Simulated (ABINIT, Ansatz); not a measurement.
# A GW chain in ABINIT: TiNF (Pmmn), part 3 of 3

Wanted: ground state, empty states, screening and self-energy for TiNF (Pmmn).

ABINIT 10.8.3; LDA and many-body steps on it, plane waves. Known limits of the many-body steps: not at the basis limit; coarse k mesh.

So far. Step 3 (Bands along the symmetry lines): The gap is 0.650 eV, as in the run before at this level. Step 4 (Empty states on the mesh, 4×2×1 mesh, 195 bands): On this mesh the gap is 0.650 eV.

### 5. Screening, 4×2×1 mesh, 179 bands, screening to 176.9 eV

The RPA dielectric matrix is built and inverted for each q.

This step: RPA screening on LDA, plane waves, norm-conserving pseudopotentials.

The input, run.abi:

```
acell 3*1.0 Angstrom
rprim 
  3.062004000000 0.000000000000 0.000000000000
  0.000000000000 3.964387000000 0.000000000000
  0.000000000000 0.000000000000 7.870826000000
ntypat 3
znucl 22 7 9
natom 6
typat 1 1 2 2 3 3
xred 
  0.500000000000 0.000000000000 0.895914000000
  0.000000000000 0.500000000000 0.104086000000
  0.500000000000 0.500000000000 0.939316000000
  0.000000000000 0.000000000000 0.060684000000
  0.000000000000 0.000000000000 0.724624000000
  0.500000000000 0.500000000000 0.275376000000
pp_dirpath "pseudos"
pseudos "Ti.upf, N.upf, F.upf"
ecut 38
ngkpt 4 2 1
nshiftk 1
shiftk 0 0 0
kptopt 1
chksymbreak 0
istwfk *1
occopt 1
irdwfk 1
optdriver 3
nband 179
ecuteps 6.5
inclvkb 2
awtr 1
symchi 1
indata_prefix "in"
outdata_prefix "out"
tmpdata_prefix "tmp"
```

Run with:

```bash
$ OMP_NUM_THREADS=1 mpirun -n 4 abinit run.abi > log
```

Numbers of over 12 decimals in the logs are rounded to 6 here.

The program printed:

```text
.Version 10.8.3 of ABINIT. v10.8.2 released Aug 2026.

 Symmetries : space group Pm m n (# 59); Bravais oP (primitive ortho.)
[... echo of the input left out ...]
== DATASET  1 ==================================================================
-   mpi_nproc: 4, omp_nthreads: 1 (-1 if OMP is not activated)

--- !DatasetInfo
iteration_state: {dtset: 1, }
dimensions: {natom: 6, nkpt: 6, mband: 179, nsppol: 1, nspinor: 1, nspden: 1, mpw: 7264, }
cutoff_energies: {ecut:  38.0, pawecutdg:  -1.0, }
electrons: {nelect:   4.80000000E+01, charge:   0.00000000E+00, occopt:   1.00000000E+00, tsmear:   1.00000000E-02, }

 SCREENING: Calculation of the susceptibility and dielectric matrices

 Based on a program developped by R.W. Godby, V. Olevano, G. Onida, and L. Reining.
 Incorporated in ABINIT by V. Olevano, G.-M. Rignanese, and M. Torrent.
.Using double precision arithmetic ; gwpc =  8

[... cell and pseudopotentials left out ...]
--------------------------------------------------------------------------------

 ==== K-mesh for the wavefunctions ====
 Number of points in the irreducible wedge :     6
[... list of points left out ...]
 Together with  8 symmetry operations and time-reversal symmetry
 yields     8 points in the full Brillouin Zone.

 ==== Q-mesh for the screening function ====
 Number of points in the irreducible wedge :     6
[... list of points left out ...]
 Together with  8 symmetry operations and time-reversal symmetry
 yields     8 points in the full Brillouin Zone.

 setmesh: FFT mesh size selected  =    24x   30x   60
          total number of points  =        43200

 vcoul_init : cutoff-mode = AUXILIARY_FUNCTION
 q-points for optical limit:   1
     1)      0.000010    0.000020    0.000030

- screening: taking advantage of time-reversal symmetry
- Maximum band index for partially occupied states nbvw = 24
- Remaining bands to be divided among processors   nbcw = 155
- Number of bands treated by each node ~38

 Number of electrons calculated from density =   48.0000; Expected =   48.0000
 average of density, n =  0.074446
 r_s =    1.4747
 omega_plasma =   26.3195 [eV]

 calculating chi0 at frequencies [eV] :
  1    0.000000E+00    0.000000E+00
  2    0.000000E+00    2.631945E+01

--------------------------------------------------------------------------------
  q-point number  1        q = ( 0.000000, 0.000000, 0.000000) [r.l.u.]
--------------------------------------------------------------------------------
[... chi0 elements left out ...]
 For q-point:  0.000010 0.000020 0.000030
  dielectric constant =  12.1455
  dielectric constant without local fields =  13.2680

  Average fulfillment of the sum rule on Im[epsilon] for q-point    1 :     63.33  [%]
[... wings left out ...]
  q-point number  2        q = ( 0.250000, 0.000000, 0.000000) [r.l.u.]
--------------------------------------------------------------------------------
[... chi0 elements left out ...]
  Average fulfillment of the sum rule on Im[epsilon] for q-point    2 :     67.42  [%]

 [... 4 further q-points ...]
```

Wall time 89 s (4 MPI ranks of Arm Neoverse V1, shared host); peak memory 1.6 GiB.

This step gave:

```yaml
eps_infinity_with_local_fields_on_this_mesh_along_the_program_s_q_direction: 12.15
the_same_without_local_fields: 13.27
plasma_frequency: 26.32 eV
plane_waves_in_the_screening_matrix: 523
```

Local fields lower ε∞ by 8 %. On a Γ-centred mesh this coarse the value itself is usually too large, while a short band sum pulls it down.

### 6. Self-energy, 4×2×1 mesh, 179 bands, screening to 176.9 eV

The self-energy is evaluated for the states that the input lists, and the levels follow from it, in one-shot runs by the linearised quasiparticle equation.

This step: G0W0 on LDA, plane waves, norm-conserving pseudopotentials.

run.abi, as its differences from that of step 5:

```diff
@@ -27,8 +27,15 @@
 irdwfk 1
-optdriver 3
+optdriver 4
 nband 179
+gwcalctyp 0
+ecutsigx 38
+symsigma 1
+nkptgw 1
+kptgw 
+  0.0000000000 0.0000000000 0.0000000000
+bdgw 
+  23 26
 ecuteps 6.5
-inclvkb 2
-awtr 1
-symchi 1
+irdscr 1
+ppmodel 1
 indata_prefix "in"
```

The program printed:

```text
.Version 10.8.3 of ABINIT. v10.8.2 released Aug 2026.

 Symmetries : space group Pm m n (# 59); Bravais oP (primitive ortho.)
[... echo of the input left out ...]
== DATASET  1 ==================================================================
-   mpi_nproc: 4, omp_nthreads: 1 (-1 if OMP is not activated)

--- !DatasetInfo
iteration_state: {dtset: 1, }
dimensions: {natom: 6, nkpt: 6, mband: 179, nsppol: 1, nspinor: 1, nspden: 1, mpw: 7264, }
cutoff_energies: {ecut:  38.0, pawecutdg:  -1.0, }
electrons: {nelect:   4.80000000E+01, charge:   0.00000000E+00, occopt:   1.00000000E+00, tsmear:   1.00000000E-02, }

 SIGMA: Calculation of the GW corrections

 Based on a program developped by R.W. Godby, V. Olevano, G. Onida, and L. Reining.
 Incorporated in ABINIT by V. Olevano, G.-M. Rignanese, and M. Torrent.
.Using double precision arithmetic ; gwpc =  8

[... cell and pseudopotentials left out ...]
--------------------------------------------------------------------------------

 ==== K-mesh for the wavefunctions ====
 Number of points in the irreducible wedge :     6
[... list of points left out ...]
 Together with  8 symmetry operations and time-reversal symmetry
 yields     8 points in the full Brillouin Zone.

 ==== Q-mesh for screening function ====
 Number of points in the irreducible wedge :     6
[... list of points left out ...]
 Together with  8 symmetry operations and time-reversal symmetry
 yields     8 points in the full Brillouin Zone.

 vcoul_init : cutoff-mode = AUXILIARY_FUNCTION
 q-points for optical limit:   1
     1)      0.000010    0.000020    0.000030
 setmesh: FFT mesh size selected  =    40x   48x   90
          total number of points  =       172800

 Number of electrons calculated from density =   48.0000; Expected =   48.0000
 average of density, n =  0.074446
 r_s =    1.4747
 omega_plasma =   26.3195 [eV]

 === KS Band Gaps ===
  >>>> For spin  1
   Minimum direct gap =   0.6503 [eV], located at k-point      :   0.0000  0.0000  0.0000
   Fundamental gap    =   0.6503 [eV], Top of valence bands at :   0.0000  0.0000  0.0000
                                       Bottom of conduction at :   0.0000  0.0000  0.0000
 SIGMA fundamental parameters:
 PLASMON POLE MODEL  1
 number of plane-waves for SigmaX                 7201
 number of plane-waves for SigmaC and W            523
 number of plane-waves for wavefunctions          7201
 number of bands                                   179
 number of independent spin polarizations            1
 number of spinorial components                      1
 number of k-points in IBZ                           6
 number of q-points in IBZ                           6
 number of symmetry operations                       8
 number of k-points in BZ                            8
 number of q-points in BZ                            8
 number of frequencies for dSigma/dE                 9
 frequency step for dSigma/dE [eV]                0.25
 number of omega for Sigma on real axis              0
 max omega for Sigma on real axis  [eV]           0.00
 zcut for avoiding poles [eV]                     0.10

 EPSILON^-1 parameters (SCR file):
 dimension of the eps^-1 matrix on file            523
 dimension of the eps^-1 matrix used               523
 number of plane-waves for wavefunctions          7201
 number of bands                                   179
 number of q-points in IBZ                           6
 number of frequencies                               2
 number of real frequencies                          1
 number of imag frequencies                          1

 matrix elements of self-energy operator (all in [eV])

 Perturbative Calculation

--- !SelfEnergy_ee
iteration_state: {dtset: 1, }
kpoint     : [   0.000,    0.000,    0.000, ]
spin       : 1
KS_gap     :    0.650
QP_gap     :    1.746
Delta_QP_KS:    1.096
data: !SigmaeeData |
     Band     E0 <VxcDFT>   SigX SigC(E0)      Z dSigC/dE  Sig(E)    E-E0       E
       23   0.845 -18.918 -21.915   3.336   0.745  -0.343 -18.665   0.252   1.097
       24   2.090 -18.198 -20.429   2.655   0.743  -0.346 -17.883   0.315   2.405
       25   2.741 -19.714 -12.313  -5.513   0.747  -0.339 -18.304   1.410   4.151
       26   3.491 -20.364 -12.138  -6.179   0.738  -0.355 -18.853   1.511   5.002

== END DATASET(S) ==============================================================
================================================================================

 -outvars: echo values of variables after computation  --------
           etotal      0.0000000000E+00
            nband         179
             nkpt           6
          spgroup          59
 [... the other variables as echoed above ...]

 Calculation completed.
```

The job ended after 19 s (4 MPI ranks; peak memory 1.6 GiB; 73 s of CPU time).

Numbers from this step:

| Property | Result |
| --- | --- |
| G0W0 gap on the points computed | 1.746 eV |
| starting gap on the mesh | 0.6504 eV |
| k of the valence top | 0, 0, 0 |
| k of the conduction bottom | 0, 0, 0 |
| Z at the valence top | 0.743 |
| Z at the conduction bottom | 0.747 |
| least direct G0W0 gap on the computed points | 1.746 eV |

The gap on the mesh goes from 0.65 eV to 1.75 eV, a correction of +1.10 eV.

Limits: finite bands, cutoff and mesh; coarse k mesh. v1 is the top filled band, c1 the lowest empty one. Levels before and after the correction, in eV, zero at the valence-band top of each column:

```csv
,conduction bottom,valence top
Kohn-Sham,0.65,0.00
G0W0,1.75,0.00
```

```csv
,level,energy (eV)
Kohn-Sham,Γ v2,-1.245
Kohn-Sham,Γ v1,0.000
Kohn-Sham,Γ c1,0.650
Kohn-Sham,Γ c2,1.401
G0W0,Γ v2,-1.308
G0W0,Γ v1,0.000
G0W0,Γ c1,1.746
G0W0,Γ c2,2.597
```

### 7. Where the time went

Times are wall times on 4 MPI ranks of Arm Neoverse V1, shared host, good to a factor of about two.

```csv
step,time,share,memory (GiB)
ground state,3.3 min,30 %,0.52
bands along the symmetry lines,3.8 min,34 %,0.64
empty states on the mesh,2.3 min,20 %,0.47
screening,89 s,13 %,1.6
self-energy,19 s,3 %,1.6
```

### 8. What came out

- LDA gap: 0.65 eV, direct
- G0W0 gap on the mesh: 1.75 eV
- GW settings: 4×2×1 mesh, 179 bands, screening to 176.9 eV, Godby-Needs plasmon pole
- known limits: not at the basis limit; coarse k mesh

In words: G0W0 moves the gap on the mesh from 0.65 eV to 1.75 eV (+1.10 eV), with Z of 0.74 and 0.75 at the edges. Local fields lower the RPA ε∞ on this mesh from 13.27 to 12.15; a Γ-centred mesh this coarse tends to raise both, most where the direct gap is narrow, while a short band sum lowers them. Only 1 of the mesh's irreducible points was corrected, so a valley elsewhere could overtake. Bands and cutoff are finite, so the gap is not at the basis limit. The miss can reach some tenths of an eV and take either sign; the mesh is an error of its own. In the G0W0 run levels were corrected at 1 k point alone, so a gap called «on the mesh» is the least over those, and an edge elsewhere would be missed. The 4×2×1 mesh is coarse for this cell, which bears on the long-range parts of exchange and screening.

[Paths, hosts, dates, memory and timing lines, banners, echoed tables and standing remarks are left out of the program output.]

[Logs are printed without paths, hosts, clocks, repeated set-up lines and the standing remarks that a program may print on its own settings, such as how far it seeks lower states.]

[Runs of the session that timed out or met a known fault of the program may be left out.]

[Hosts, paths, dates, database ids (printed as entryN), source tags and the programs' standing remarks are cut or masked in the printed files.]

[G0W0 gaps are taken among the corrected bands and points alone; a level outside them can change the order at an edge.]

[Where Ansatz stands beside ABINIT at settings called matched, ABINIT's density can come from a denser mesh and the files from another edition; pairs whose starting gaps differed by over 0.03 eV were left out, so agreement reads better than it is.]
